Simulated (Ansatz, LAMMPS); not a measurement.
# Electronic structure of amorphous Cd12Hg24S36 (72 atoms), part 2 of 2

Aim: energy, forces and density of states of amorphous Cd12Hg24S36 (72 atoms) at a fixed geometry.

Ansatz 0.2.0; Kohn-Sham DFT, PBE, PAW (set soft_2), plane waves.

The cell: 12 Cd, 24 Hg and 36 S. The quench rate of 1000 K/ps is many orders above laboratory rates. The network of bonds at the start is that of the classical potential that made the cell. The Brillouin zone is sampled at Γ only, in a cell whose shortest periodic width is 12 Å. Spin–orbit coupling is left out.

So far. Step 3 (Plane-wave single point): Within 0.4 eV of the Fermi level the largest share is S p (78 % of the projected weight).

## (4) Distances and neighbours

Bonds and neighbours are counted at the geometry of the runs.

Density 6.45 g/cm³, 26.15 Å³ an atom.

Pair distribution functions g(r), in bins of 0.2 Å:

| r (Å) | total | S-S | S-Hg | S-Cd | Hg-Hg | Hg-Cd | Cd-Cd |
| --- | --- | --- | --- | --- | --- | --- | --- |
| 2.40 | 0.05 | 0.00 | 0.00 | 0.28 | 0.00 | 0.00 | 0.00 |
| 2.60 | 3.31 | 0.00 | 5.68 | 8.52 | 0.00 | 0.00 | 0.00 |
| 2.80 | 1.19 | 0.00 | 2.48 | 1.55 | 0.00 | 0.98 | 0.00 |
| 3.00 | 0.82 | 1.89 | 0.86 | 0.00 | 0.00 | 0.60 | 0.00 |
| 3.20 | 0.77 | 1.51 | 0.34 | 0.00 | 2.53 | 0.00 | 0.00 |
| 3.40 | 1.03 | 1.42 | 0.31 | 1.33 | 1.79 | 1.12 | 0.92 |
| 3.60 | 0.62 | 0.45 | 0.52 | 0.26 | 1.42 | 1.20 | 0.00 |
| 3.80 | 0.70 | 0.33 | 0.48 | 0.71 | 1.08 | 1.28 | 2.83 |
| 4.00 | 1.50 | 1.71 | 1.47 | 0.77 | 1.64 | 1.94 | 1.94 |
| 4.20 | 1.57 | 2.22 | 0.75 | 1.09 | 1.77 | 2.94 | 2.34 |
| 4.40 | 1.39 | 1.73 | 1.48 | 0.98 | 1.23 | 1.08 | 1.58 |
| 4.60 | 0.96 | 0.77 | 1.08 | 1.08 | 0.37 | 1.35 | 1.47 |
| 4.80 | 1.01 | 1.05 | 1.06 | 0.84 | 1.13 | 0.91 | 0.92 |
| 5.00 | 0.83 | 0.83 | 0.94 | 0.98 | 0.42 | 0.93 | 0.00 |
| 5.20 | 0.69 | 0.47 | 0.90 | 0.78 | 0.68 | 0.38 | 0.77 |
| 5.40 | 0.83 | 0.96 | 0.74 | 0.89 | 0.53 | 1.07 | 0.72 |
| 5.60 | 0.81 | 0.55 | 1.03 | 0.99 | 0.74 | 0.67 | 0.32 |
| 5.80 | 0.93 | 0.72 | 1.16 | 1.08 | 0.85 | 0.62 | 0.92 |
| 6.00 | 1.02 | 1.12 | 0.97 | 1.11 | 1.01 | 0.94 | 0.58 |

Bonds by pair of elements; cutoffs follow the first minimum of g(r), held within bounds set by covalent radii, and pairs that aren't listed don't count as bonded:

| pair A-B | cutoff (Å) | bonds | mean length (Å) | spread (Å) | shortest (Å) | B about A | A about B |
| --- | --- | --- | --- | --- | --- | --- | --- |
| S-Hg | 3.15 | 77 | 2.72 | 0.143 | 2.53 | 2.14 | 3.21 |
| S-Cd | 3.12 | 41 | 2.62 | 0.086 | 2.49 | 1.14 | 3.42 |

How many atoms have how many bonded neighbours:

| element | mean | 1 | 2 | 3 | 4 | 5 |
| --- | --- | --- | --- | --- | --- | --- |
| Cd | 3.42 | 0 | 1 | 5 | 6 | 0 |
| Hg | 3.21 | 0 | 5 | 9 | 10 | 0 |
| S | 3.28 | 2 | 5 | 11 | 17 | 1 |

Bond angles, per cent of each kind in bins of 5°:

| angle (°) | S-Hg-S | Hg-S-Hg | Cd-S-Hg | S-Cd-S | Cd-S-Cd |
| --- | --- | --- | --- | --- | --- |
| 55–60 | 1.1 | 0.0 | 0.0 | 0.0 | 0.0 |
| 60–65 | 1.1 | 0.0 | 0.0 | 0.0 | 0.0 |
| 65–70 | 3.3 | 0.0 | 0.0 | 0.0 | 0.0 |
| 70–75 | 1.1 | 7.6 | 0.0 | 0.0 | 0.0 |
| 75–80 | 5.4 | 10.6 | 1.6 | 0.0 | 0.0 |
| 80–85 | 0.0 | 12.1 | 7.9 | 0.0 | 4.8 |
| 85–90 | 6.5 | 7.6 | 3.2 | 0.0 | 4.8 |
| 90–95 | 7.6 | 6.1 | 7.9 | 9.6 | 9.5 |
| 95–100 | 8.7 | 12.1 | 4.8 | 3.9 | 4.8 |
| 100–105 | 9.8 | 4.5 | 14.3 | 13.5 | 14.3 |
| 105–110 | 10.9 | 9.1 | 22.2 | 28.8 | 9.5 |
| 110–115 | 8.7 | 7.6 | 9.5 | 25.0 | 23.8 |
| 115–120 | 9.8 | 3.0 | 4.8 | 5.8 | 4.8 |
| 120–125 | 7.6 | 3.0 | 6.3 | 7.7 | 14.3 |
| 125–130 | 3.3 | 3.0 | 4.8 | 3.9 | 0.0 |
| 130–135 | 5.4 | 1.5 | 1.6 | 0.0 | 0.0 |
| 135–140 | 2.2 | 3.0 | 4.8 | 0.0 | 0.0 |
| 140–145 | 3.3 | 1.5 | 1.6 | 1.9 | 0.0 |
| 145–150 | 2.2 | 0.0 | 1.6 | 0.0 | 9.5 |
| 150–155 | 1.1 | 0.0 | 0.0 | 0.0 | 0.0 |
| 155–160 | 1.1 | 0.0 | 0.0 | 0.0 | 0.0 |
| 160–165 | 0.0 | 4.5 | 1.6 | 0.0 | 0.0 |
| 165–170 | 0.0 | 0.0 | 1.6 | 0.0 | 0.0 |
| 170–175 | 0.0 | 3.0 | 0.0 | 0.0 | 0.0 |

Bond angles (no mean is given where the spread exceeds 20°):

| angle | count | mean (°) | spread (°) |
| --- | --- | --- | --- |
| S-Hg-S | 92 | - | - |
| Hg-S-Hg | 66 | - | - |
| Cd-S-Hg | 63 | 110 | 18.7 |
| S-Cd-S | 52 | 110 | 9.7 |
| Cd-S-Cd | 21 | 110 | 15.8 |

Bond length by coordination (bonds to H left out):

| element | coordination | atoms | mean bond length (Å) |
| --- | --- | --- | --- |
| Cd | 2 | 1 | 2.67 |
| Cd | 3 | 5 | 2.62 |
| Cd | 4 | 6 | 2.62 |
| Hg | 2 | 5 | 2.62 |
| Hg | 3 | 9 | 2.71 |
| Hg | 4 | 10 | 2.75 |
| S | 1 | 2 | 2.67 |
| S | 2 | 5 | 2.68 |
| S | 3 | 11 | 2.65 |
| S | 4 | 17 | 2.70 |
| S | 5 | 1 | 2.73 |

Rings of the network by King's shortest-path rule, up to 12 atoms, one path for each pair of neighbours; H, halogens, alkali and alkaline-earth atoms are left out:

| ring size (atoms) | rings | per network atom |
| --- | --- | --- |
| 4 | 10 | 0.139 |
| 6 | 32 | 0.444 |
| 8 | 35 | 0.486 |
| 10 | 23 | 0.319 |
| 12 | 7 | 0.097 |

Among the first-shell peaks of g(r) are those at about 3.1 Å (S-S), 2.7 Å (S-Hg), 2.6 Å (S-Cd) and 3.2 Å (Hg-Hg). With the cutoffs above, 50 % of Cd atoms have 4, 42 % of Hg atoms have 4 and 47 % of S atoms have 4 bonded neighbours. Rings of 8 atoms are the most common (33 % of those counted); sizes run from 4 to 12, where the search stops.

A closer look about S52, picked at random: 10 atoms, nearest first, numbered in the order of the input, with positions taken from that point.

| atom | x | y | z | distance (Å) | bonds | Fx | Fy | Fz (eV/Å) |
| --- | --- | --- | --- | --- | --- | --- | --- | --- |
| S52 | 0.00 | 0.00 | 0.00 | 0.00 | 2 | 0.63 | 0.00 | 0.70 |
| Hg24 | 0.88 | 1.64 | 1.85 | 2.62 | 2 | -0.48 | -0.13 | -0.27 |
| Hg29 | 1.12 | -1.98 | 1.46 | 2.70 | 4 | 0.32 | 0.83 | -0.29 |
| S50 | -3.01 | -0.30 | 0.36 | 3.05 | 4 | -0.68 | -0.10 | -0.11 |
| S48 | 1.42 | 2.06 | -2.01 | 3.21 | 2 | 0.72 | -0.15 | 0.21 |
| S40 | 2.16 | -2.07 | -1.43 | 3.32 | 4 | 0.80 | -0.31 | -0.41 |
| S51 | -1.56 | 1.53 | -2.50 | 3.32 | 4 | -0.37 | -0.38 | -0.54 |
| S64 | -0.82 | -2.73 | -1.83 | 3.39 | 4 | -0.91 | -0.24 | 0.22 |
| Hg36 | -2.61 | -0.87 | -2.31 | 3.60 | 4 | 0.17 | -0.02 | 0.08 |
| Hg31 | 0.54 | -0.56 | -3.52 | 3.61 | 4 | 0.14 | -0.08 | -0.04 |

## (5) Outcome

| Property | Result |
| --- | --- |
| free energy per atom | -6431.1219 eV/atom |
| pressure | -1.694 GPa |
| r.m.s. force component | 0.3997 eV/Å |
| wall time of the 1 DFT run | 28 s |

In words: Counting bands leaves a spacing of only 0.043 eV (at Γ alone), which the smearing bridges: 2 levels are partly filled by over 2 %, so a gap, if any, is small at this level. With the cutoffs above, 50 % of Cd atoms have 4, 42 % of Hg atoms have 4 and 47 % of S atoms have 4 bonded neighbours.

**Limits.** The geometry was minimised with a classical potential and isn't relaxed at this level: its force components are 0.40 eV/Å r.m.s. The pressure of -1.7 GPa belongs to unrelaxed atoms and would change as they relax.

[Hosts, paths, dates, database ids (printed as entryN), source tags and the programs' standing remarks are cut or masked in the printed files.]
